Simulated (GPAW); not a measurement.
Records of electronic-structure calculations.

## SnSe (Pnma): G0W0 with GPAW, start to end

Symmetry: Pnma, No. 62, orthorhombic system. The conventional cell has a = 11.420 Å, b = 4.190 Å, c = 4.460 Å, α = 90.00°, β = 90.00°, γ = 90.00°. Nearest to Sn lie 5 Se at 2.69 to 3.32 Å. Nearest to Se lie 5 Sn at 2.69 to 3.32 Å. Farther neighbours and most contacts between anions are not listed.

```
Sn Se
1.0
    11.42000    0.00000    0.00000
     0.00000    4.19000    0.00000
     0.00000    0.00000    4.46000
Sn Se
4 4
Direct
  0.12300 0.25000 0.09100
  0.37700 0.75000 0.59100
  0.62300 0.25000 0.40900
  0.87700 0.75000 0.90900
  0.35700 0.25000 0.01600
  0.14300 0.75000 0.51600
  0.85700 0.25000 0.48400
  0.64300 0.75000 0.98400
```

| Property | Result |
| --- | --- |
| method | DFT, PBE, plane waves, PAW (and 1 further level or step) |
| program | GPAW 26.7.0 |
| settings of one run | cutoff 450 eV, GPAW PAW setups 1.2.1 data release, 2×4×4 k-mesh, nbands 728 |
| cost | 4 runs, 20 min in all on 8 MPI ranks of Arm Neoverse V1, shared host (the runs of this entry) |
| notes | The database entry behind the starting cell differs from later determinations by our own check (an axis about 0.9 % long against later determinations). The cell and positions come from the Crystallography Open Database and are kept as given unless a step says otherwise. Limits: no spin-orbit coupling. Only 3 of the mesh’s irreducible points were corrected, so a valley elsewhere could overtake. Bands and cutoff are finite, so the gap is not at the basis limit. The miss can reach some tenths of an eV and take either sign; the mesh is an error of its own. The 2×4×4 mesh is coarse for this cell, which bears on the long-range parts of exchange and screening. |
| PBE gap | 0.53 eV, indirect |
| G0W0 gap on the mesh | 1.19 eV |
| G0W0 gap over the zone (rigid shift) | 0.66 eV |
| GW settings | 2×4×4 mesh, 333 bands, screening to 78 eV, Godby-Needs plasmon pole |
| known limits | not at the basis limit; no spin-orbit coupling; coarse k mesh |

G0W0 moves the gap on the mesh from 1.07 eV to 1.19 eV (+0.12 eV), with Z of 0.79 and 0.80 at the edges. The mesh misses the band edges by 0.54 eV in all; a rigid shift gives 0.66 eV for the zone.

[Paths, hosts, dates, memory and timing lines, banners, echoed tables and standing remarks are left out of the program output.]

[Logs are printed without paths, hosts, clocks, repeated set-up lines and the standing remarks that a program may print on its own settings, such as how far it seeks lower states.]

[Runs of the session that timed out or met a known fault of the program may be left out.]

[Hosts, paths, dates, database ids (printed as entryN), source tags and the programs' standing remarks are cut or masked in the printed files.]
